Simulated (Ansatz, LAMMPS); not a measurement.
# A frame of liquid 62P2O5-12Al2O3-27MgO (mol %) from 3300 K, run at 900 K (141 atoms) in motion

Wanted: a short trajectory of a frame of liquid 62P2O5-12Al2O3-27MgO (mol %) from 3300 K, run at 900 K (141 atoms) with its pair distributions.

Method: Kohn-Sham DFT, revPBE, PAW (set soft_2), plane waves, in Ansatz 0.2.0.

**1. The starting structure**

The cell holds 141 atoms: 32 P, 6 Al, 7 Mg and 96 O. Its edges and angles: a = 12.417 Å, b = 12.417 Å, c = 12.417 Å, α = 90.0°, β = 90.0°, γ = 90.0°. 141 atoms (32 P, 6 Al, 7 Mg, 96 O) placed at random at 2.48 g/cm³, melted at 4000 K for 10 ps at fixed volume with the Morse and Coulomb pair potential with partial charges (Pedone, Malavasi, Menziani, Cormack and Segre, J. Phys. Chem. B 110, 11780 (2006)). Snapshot at the end of a hold of 10 ps at 3300 K and fixed volume.

Before any run, some limits are plain. The network of bonds at the start is that of the classical potential that made the cell. The cell was made at 3300 K but the dynamics is set to 900 K: the trajectory isn't one at 3300 K. Sampling is at Γ alone, for a cell whose shortest periodic width is 12 Å.

**2. Single point at the start**

A single point comes first, to see the forces before anything moves.

Contents of input.yaml:

```yaml
crystal:
  lattice:
    - [12.4168, 0.0, 0.0]
    - [0.0, 12.4168, 0.0]
    - [0.0, 0.0, 12.4168]
  atoms:
    - { symbol: P, position: [0.4289, 0.8002, 0.86476] }
    - { symbol: P, position: [0.78538, 0.35096, 0.47865] }
    - { symbol: P, position: [0.15383, 0.59988, 0.88945] }
    - { symbol: P, position: [0.09778, 0.89473, 0.35765] }
    [... 131 atom lines left out ...]
    - { symbol: O, position: [0.9387, 0.71521, 0.59054] }
    - { symbol: O, position: [0.83376, 0.75345, 0.95559] }
    - { symbol: O, position: [0.46645, 0.54252, 0.60518] }
    - { symbol: O, position: [0.86638, 0.25977, 0.44451] }
    - { symbol: O, position: [0.93779, 0.60052, 0.02272] }
    - { symbol: O, position: [0.31784, 0.80096, 0.81056] }
kpoints:
  mp_grid: { grid: [1, 1, 1] }
hamiltonian:
  xc: revpbe
scf:
  occupations: { method: fermi_dirac, width: 0.025 }
output:
  forces: true
```

Run with:

```sh
$ ansatz run input.yaml --threads 4 --pin off --max-ram 8192MiB --backend cpu --events-out ev --progress --plain --runs-dir out
```

Elapsed: 38 s, on 4 threads of Arm Neoverse V2, shared host; peak memory 2.9 GiB.

The run gave:

```yaml
free_energy: -95581.3921 eV
free_energy_per_atom: -677.8822 eV/atom
scf_cycles: 14
r_m_s_force_component: 3.036 eV/Å
longest_force: 16.45 eV/Å
fermi_energy: 5.233 eV
```

The r.m.s. force component of 3.0 eV/Å sets the starting point.

Length of the force by element:

```csv
element,coordination,atoms,mean length of the force (eV/Å),spread,least,most
Al,all,6,7.64,3.69,3.14,14.3
Mg,all,7,1.83,0.798,0.998,3.16
O,all,96,3.81,2.34,0.449,14.5
P,all,32,5.88,3.59,1.26,16.4
```

**3. Dynamics started at 900 K**

Without a thermostat the total energy must stay constant, which tests forces and time step. The time step is 1.0 fs.

input.yaml, as its differences from that of step 2:

```diff
@@ -15 +15,8 @@
   forces: true
+md:
+  timestep: 1.0
+  n_steps: 80
+  ensemble: nve
+  temperature: 900
+  initial_velocities: maxwell_boltzmann
+  seed: 4727
```

The job ended after 29 min (4 threads; peak memory 3.2 GiB).

The program notes that it switched symmetry off.

Rows from the run:

```csv
time (fs),T (K),potential (meV/atom),conserved (meV/atom)
0.0,900,0.0,0.00
5.0,1496,-77.2,-0.67
11.0,2086,-153.0,-0.73
16.0,2016,-143.8,-0.56
21.0,1894,-128.1,-0.51
27.0,1740,-108.2,-0.48
32.0,1679,-100.5,-0.46
37.0,1824,-119.0,-0.43
43.0,2228,-171.2,-0.82
48.0,2049,-147.9,-0.49
53.0,2013,-143.4,-0.58
59.0,2009,-142.9,-0.59
64.0,1952,-135.6,-0.48
69.0,2182,-165.1,-0.57
75.0,2376,-190.2,-0.72
80.0,2112,-155.9,-0.45
```

Mean square displacement from the first frame to the last: P 0.21 Å², Al 0.41 Å², Mg 0.86 Å², O 0.37 Å².

Mean square displacement against time lag:

```csv
time lag (fs),Al (Å²),Mg (Å²),O (Å²),P (Å²)
1.0,2.7e-4,2.1e-4,2.8e-4,1.7e-4
2.0,0.00109,8.2e-4,0.00113,6.8e-4
4.0,0.00437,0.00328,0.00449,0.00267
7.0,0.0133,0.0100,0.0133,0.00788
9.0,0.0216,0.0165,0.0212,0.0125
10.0,0.0265,0.0203,0.0257,0.0151
12.0,0.0374,0.0290,0.0353,0.0206
14.0,0.0497,0.0392,0.0456,0.0263
17.0,0.0701,0.0571,0.0617,0.0350
18.0,0.0774,0.0638,0.0672,0.0379
20.0,0.0923,0.0780,0.0781,0.0434
22.0,0.108,0.0935,0.0891,0.0487
23.0,0.116,0.102,0.0945,0.0513
27.0,0.147,0.137,0.116,0.0613
28.0,0.155,0.146,0.122,0.0637
30.0,0.170,0.166,0.133,0.0685
31.0,0.177,0.176,0.138,0.0709
33.0,0.192,0.197,0.149,0.0757
36.0,0.212,0.231,0.166,0.0829
38.0,0.225,0.254,0.177,0.0875
40.0,0.236,0.277,0.187,0.0919
```

Over the second half of 80 fs the temperature averages 2120 K with swings of 136 K r.m.s. The conserved energy stays within 0.85 meV/atom. From first frame to last Mg has the largest mean square displacement, 0.86 Å² at the end; the farthest move is 1.42 Å. The mean temperature of 2120 K lies well off the 900 K of the input: without a thermostat, the energy that the start releases heats the cell. The count of bonds goes from 187 in the first frame to 182 in the last, by one set of cutoffs: 13 pairs passed out of them and 8 came within. The run spans 0.08 ps, too short for its means to be equilibrium values.

**4. Distances and neighbours late in the run**

The g(r) is a mean over the second half; what follows it is taken at the last frame.

Bonds before and after, by the cutoffs listed below:

```csv
pair,bonds before,bonds after,mean before (Å),mean after (Å),spread before (Å),spread after (Å)
O-P,130,127,1.573,1.590,0.115,0.106
O-Mg,31,28,2.196,2.112,0.283,0.233
O-Al,26,27,1.917,1.867,0.300,0.168
```

Density 2.48 g/cm³, 13.58 Å³ an atom.

Mean of 15 frames. g(r), total and by pair (bins of 0.2 Å):

```csv
r (Å),total,O-O,O-P,O-Mg,O-Al,P-P,P-Mg
1.30,0.07,0.00,0.22,0.00,0.00,0.00,0.00
1.50,2.54,0.00,8.14,0.00,0.43,0.00,0.00
1.70,1.47,0.00,3.93,0.14,4.28,0.00,0.00
1.90,0.56,0.00,0.37,3.00,4.25,0.00,0.00
2.10,0.25,0.05,0.13,1.84,0.99,0.00,0.00
2.30,0.49,0.81,0.03,1.21,0.43,0.00,0.00
2.50,1.39,2.77,0.03,0.85,0.30,0.00,0.56
2.70,1.07,2.04,0.08,0.60,0.32,0.08,0.48
2.90,0.72,1.10,0.11,0.50,0.41,1.33,0.13
3.10,0.83,0.86,0.41,0.52,0.43,2.58,1.81
3.30,0.93,0.89,0.84,0.86,0.81,0.86,3.04
3.50,0.94,0.78,1.19,0.76,1.10,0.29,2.05
3.70,1.04,0.72,1.58,1.12,1.19,0.21,1.56
3.90,1.06,0.69,1.68,1.21,1.60,0.36,0.91
4.10,1.10,0.78,1.58,1.41,1.55,0.61,0.80
4.30,1.10,1.01,1.19,1.19,1.19,1.50,0.87
4.50,1.05,1.13,0.84,1.24,0.94,1.64,0.68
4.70,1.07,1.21,0.81,0.88,0.98,1.71,1.16
4.90,1.12,1.27,0.88,0.81,0.78,1.72,1.17
5.10,1.03,1.15,0.88,0.79,0.89,1.34,0.82
5.30,1.01,1.05,0.91,1.09,0.88,1.27,0.60
5.50,0.94,0.97,0.88,0.86,0.91,0.96,1.04
5.70,0.96,0.92,1.06,0.88,0.98,0.87,1.03
5.90,0.96,0.92,1.08,0.91,1.09,0.60,0.94
6.10,0.96,0.88,1.10,1.14,1.17,0.63,0.72
```

Bonds by pair of elements; cutoffs follow the first minimum of g(r), held within bounds set by covalent radii, and pairs that aren't listed don't count as bonded:

```csv
pair A-B,cutoff (Å),bonds,mean length (Å),spread (Å),shortest (Å),B about A,A about B
O-P,2.11,127,1.59,0.106,1.4,1.32,3.97
O-Mg,2.73,28,2.11,0.233,1.77,0.292,4
O-Al,2.49,27,1.87,0.168,1.57,0.281,4.5
```

How many atoms have how many bonded neighbours:

```csv
element,mean,1,2,3,4,5,6
Al,4.5,0,0,0,3,3,0
Mg,4,0,0,3,2,1,1
O,1.90,15,76,5,0,0,0
P,3.97,0,0,1,31,0,0
```

Bond angles, per cent of each kind in bins of 5°:

```csv
angle (°),O-P-O,O-Al-O,O-Mg-O,P-O-P,Mg-O-P
60–65,0.0,0.0,2.2,0.0,0.0
65–70,0.0,0.0,2.2,0.0,0.0
70–75,0.0,0.0,2.2,0.0,0.0
75–80,0.0,6.2,8.7,0.0,0.0
80–85,0.5,2.1,4.3,0.0,0.0
85–90,1.6,6.2,13.0,0.0,3.6
90–95,6.3,18.8,8.7,0.0,3.6
95–100,10.6,18.8,8.7,0.0,0.0
100–105,16.4,4.2,2.2,0.0,3.6
105–110,20.6,16.7,10.9,0.0,7.1
110–115,15.9,6.2,8.7,0.0,7.1
115–120,13.8,2.1,2.2,3.2,10.7
120–125,6.9,2.1,0.0,16.1,14.3
125–130,4.8,0.0,2.2,9.7,14.3
130–135,1.1,0.0,0.0,6.5,7.1
135–140,0.5,2.1,4.3,22.6,7.1
140–145,1.1,4.2,4.3,9.7,0.0
145–150,0.0,2.1,2.2,12.9,10.7
150–155,0.0,0.0,2.2,9.7,3.6
155–160,0.0,2.1,4.3,3.2,7.1
160–165,0.0,2.1,6.5,0.0,0.0
165–170,0.0,4.2,0.0,3.2,0.0
170–175,0.0,0.0,0.0,3.2,0.0
```

Bond angles (no mean is given where the spread exceeds 20°):

```csv
angle,count,mean (°),spread (°)
O-P-O,189,109,10.6
O-Al-O,48,-,-
O-Mg-O,46,-,-
P-O-P,31,139,13.3
Mg-O-P,28,126,17.9
```

Oxygen atoms by the number of network formers (Si, P, Ge, B, Al, As, Ga) bound to them:

```csv
network formers bound to O,O atoms,per cent
0,0,0
1,38,39.6
2,58,60.4
```

Network units: each former by its oxygen neighbours and how many of them bridge to another former:

```csv
former,O neighbours,bridging O,atoms
P,3,1,1
P,4,1,2
P,4,2,6
P,4,3,18
P,4,4,5
Al,4,4,3
Al,5,5,3
```

Bond length by coordination (bonds to H left out):

```csv
element,coordination,atoms,mean bond length (Å)
Al,4,3,1.88
Al,5,3,1.86
Mg,3,3,1.95
Mg,4,2,2.12
Mg,5,1,2.23
Mg,6,1,2.25
O,1,15,1.51
O,2,76,1.70
O,3,5,2.05
P,3,1,1.53
P,4,31,1.59
```

Rings of the network by King's shortest-path rule, up to 12 atoms, one path for each pair of neighbours; H, halogens, alkali and alkaline-earth atoms are left out, and the last column divides by all other atoms, bonded or not:

```csv
ring size (atoms),rings,per network atom
4,1,0.007
8,2,0.015
10,3,0.022
12,3,0.022
```

First main peaks of g(r), for some of the pairs, lie near 2.6 Å (O-O), 1.5 Å (O-P), 1.9 Å (O-Mg), 1.8 Å (O-Al) and 3.0 Å (P-P). Counting bonds as in the table, 50 % of Al atoms have 4 and as many 5, 43 % of Mg atoms have 3, 79 % of O atoms have 2 and 97 % of P atoms have 4 bonded neighbours. The O-P-O angle averages 109° with a spread of 11°. 60 % of the oxygens bridge two formers (P and Al) and 40 % are non-bridging. The commonest P unit has 4 oxygens, 3 of them shared with other formers (18 of 32 atoms). Rings of 10 and 12 atoms are the most common (33 % each of those counted); sizes run from 4 to 12, where the search stops.

**5. Single point at the last frame**

The last frame is solved once more, with the analyses that the dynamics left out.

Contents of input.yaml:

```yaml
crystal:
  lattice:
    - [12.4168, 0.0, 0.0]
    - [0.0, 12.4168, 0.0]
    - [0.0, 0.0, 12.4168]
  atoms:
    - { symbol: P, position: [0.43497, 0.79282, 0.87706] }
    - { symbol: P, position: [0.76162, 0.35705, 0.47194] }
    - { symbol: P, position: [0.1634, 0.57539, 0.91581] }
    - { symbol: P, position: [0.07085, 0.86571, 0.36057] }
    [... 131 atom lines left out ...]
    - { symbol: O, position: [0.9459, 0.73966, 0.59808] }
    - { symbol: O, position: [0.76873, 0.73041, 0.96083] }
    - { symbol: O, position: [0.44101, 0.5819, 0.63212] }
    - { symbol: O, position: [0.8483, 0.27947, 0.44143] }
    - { symbol: O, position: [0.91521, 0.59166, 0.97072] }
    - { symbol: O, position: [0.31033, 0.82534, 0.86498] }
kpoints:
  mp_grid: { grid: [1, 1, 1] }
hamiltonian:
  xc: revpbe
scf:
  occupations: { method: fermi_dirac, width: 0.025 }
output:
  forces: true
  stress: true
  populations: true
  dos:
    method: { smearing: { sigma: 0.15 } }
    de: 0.1
    projected: { site_lists: { Al: [Al], Mg: [Mg], O: [O], P: [P] } }
  eigenvalues: true
  write_density: true
  write_potential: true
  volumetric_format: npy
  elf: true
```

Elapsed: 56 s, on 4 threads; peak memory 3 GiB.

The program notes that the exchange-correlation potential is rough where the density is thin.

Numbers from this run:

```
free energy                                      : -95603.3776 eV
free energy per atom                             : -678.0381 eV/atom
SCF cycles                                       : 11
pressure                                         : 2 GPa
r.m.s. force component                           : 2.424 eV/Å
longest force                                    : 11.64 eV/Å
Fermi energy                                     : 5.119 eV
gap (highest filled to lowest empty level) : 0.3671 eV
spilling of the projection                       : 0.01603
```

Neighbours are counted within 2.11 Å (O-P), 2.73 Å (O-Mg), 2.49 Å (O-Al), the cutoffs taken from the dynamics.

Length of the force by element and coordination:

```csv
element,coordination,atoms,mean length of the force (eV/Å),spread,least,most
Al,all,6,3.94,2.17,1.04,7.24
Al,4,3,4.78,1.97,2.42,7.24
Al,5,3,3.09,2.03,1.04,5.85
Mg,all,7,1.19,0.480,0.194,1.88
Mg,3,3,1.35,0.116,1.19,1.46
Mg,4,2,1.47,0.418,1.05,1.88
Mg,5,1,1.16,0,1.16,1.16
Mg,6,1,0.194,0,0.194,0.194
O,all,96,3.23,1.75,0.587,7.82
O,1,15,3.39,1.87,1.00,7.16
O,2,76,3.21,1.74,0.587,7.82
O,3,5,3.15,1.46,1.64,5.54
P,all,32,5.18,2.47,0.0895,11.6
P,3,1,2.14,0,2.14,2.14
P,4,31,5.28,2.45,0.0895,11.6
```

Löwdin charges by element and coordination (they lack the spilled electrons, 0.094 e an atom on average):

```csv
element,coordination,atoms,mean charge (e),spread,least,most
Al,all,6,1.36,0.0659,1.28,1.49
Al,4,3,1.39,0.0861,1.28,1.49
Al,5,3,1.34,0.0083,1.33,1.35
Mg,all,7,1.67,0.023,1.62,1.69
Mg,3,3,1.68,0.0029,1.68,1.69
Mg,4,2,1.65,0,1.65,1.65
Mg,5,1,1.69,0,1.69,1.69
Mg,6,1,1.62,0,1.62,1.62
O,all,96,-0.778,0.0863,-1.01,-0.597
O,1,15,-0.774,0.0585,-0.894,-0.679
O,2,76,-0.770,0.0861,-1.01,-0.597
O,3,5,-0.911,0.0341,-0.944,-0.846
P,all,32,2.13,0.063,2.00,2.27
P,3,1,2.00,0,2.00,2.00
P,4,31,2.13,0.0601,2.03,2.27
```

Density of states as counts of states in windows of 1 eV (from the Fermi level), total and the larger projections:

```csv
from (eV),to (eV),total,O p,P p,O s
-10,-9,31.2,21.5,4.1,2.8
-9,-8,47.3,33.9,5.9,4.4
-8,-7,53.3,41.1,5.2,4.1
-7,-6,67.5,56.8,4.3,3.3
-6,-5,80.0,71.2,3.4,2.3
-5,-4,84.4,76.9,2.8,2.0
-4,-3,79.0,74.0,1.8,1.1
-3,-2,41.1,38.6,0.8,0.5
-2,-1,16.0,14.9,0.5,0.2
-1,0,7.4,7.0,0.1,0.0
0,1,3.7,1.1,0.5,0.4
1,2,11.8,3.3,2.7,1.1
2,3,17.7,4.0,3.7,2.0
3,4,30.9,6.4,8.5,2.7
4,5,42.4,8.7,13.7,3.2
```

Between -26 and -10 eV lie 259 more states.

The stored curve holds about 766 of the 824 electrons; the rest, give or take the few that broadening carries across the Fermi level, lie in deeper levels below its range.

The levels nearest the highest filled one (over half full), pooled over k-points and spins:

```csv
level less the highest filled one (eV),occupation
-0.932,2
-0.926,2
-0.761,2
-0.588,2
-0.110,2
0,2.00
0.367,0.001
1.11,0
1.38,0
1.55,0
1.71,0
1.82,0
```

Mean Löwdin charges: Al +1.36, Mg +1.67, O -0.78, P +2.13 e (they miss 1.6 % of the electrons, so they add up to more than the cell's charge). Within 0.4 eV of the Fermi level the largest share is O p (76 % of the projected weight).

**6. Outcome**

```yaml
mean_temperature_second_half: 2120 K
temperature_swing_second_half: 135.9 K
slope_of_the_conserved_energy_against_time_by_least_squares: -1.275 meV/atom/ps
free_energy_per_atom: -678.0381 eV/atom
pressure: 2 GPa
r_m_s_force_component: 2.424 eV/Å
spacing_of_highest_filled_and_lowest_empty_level: 0.3671 eV
wall_time_of_the_3_dft_runs: 30 min
```

In words: Over the second half of 80 fs the temperature averages 2120 K with swings of 136 K r.m.s. The conserved energy stays within 0.85 meV/atom. The mean temperature of 2120 K lies well off the 900 K of the input: without a thermostat, the energy that the start releases heats the cell. The count of bonds goes from 187 in the first frame to 182 in the last, by one set of cutoffs: 13 pairs passed out of them and 8 came within. The run spans 0.08 ps, too short for its means to be equilibrium values. Counting bonds as in the table, 50 % of Al atoms have 4 and as many 5, 43 % of Mg atoms have 3, 79 % of O atoms have 2 and 97 % of P atoms have 4 bonded neighbours. 60 % of the oxygens bridge two formers (P and Al) and 40 % are non-bridging.

The highest filled and lowest empty levels differ by 0.367 eV (at Γ alone); a semilocal functional tends to put such gaps too low. In a disordered cell it changes from sample to sample and from frame to frame.

**Limits.** The starting topology of bonds comes from the classical model; in DFT 13 of its 187 bonded pairs passed out of the cutoffs and 8 came within them. The stress is far from hydrostatic: its diagonal is -0.8, 3.8, 3.0 GPa, compression counted positive. The pressure of 2.0 GPa is that of one thermal frame at a volume set beforehand, without the kinetic term.

[Logs are printed without paths, hosts, clocks, repeated set-up lines and the standing remarks that a program may print on its own settings, such as how far it seeks lower states.]

[Hosts, paths, dates, database ids (printed as entryN), source tags and the programs' standing remarks are cut or masked in the printed files.]
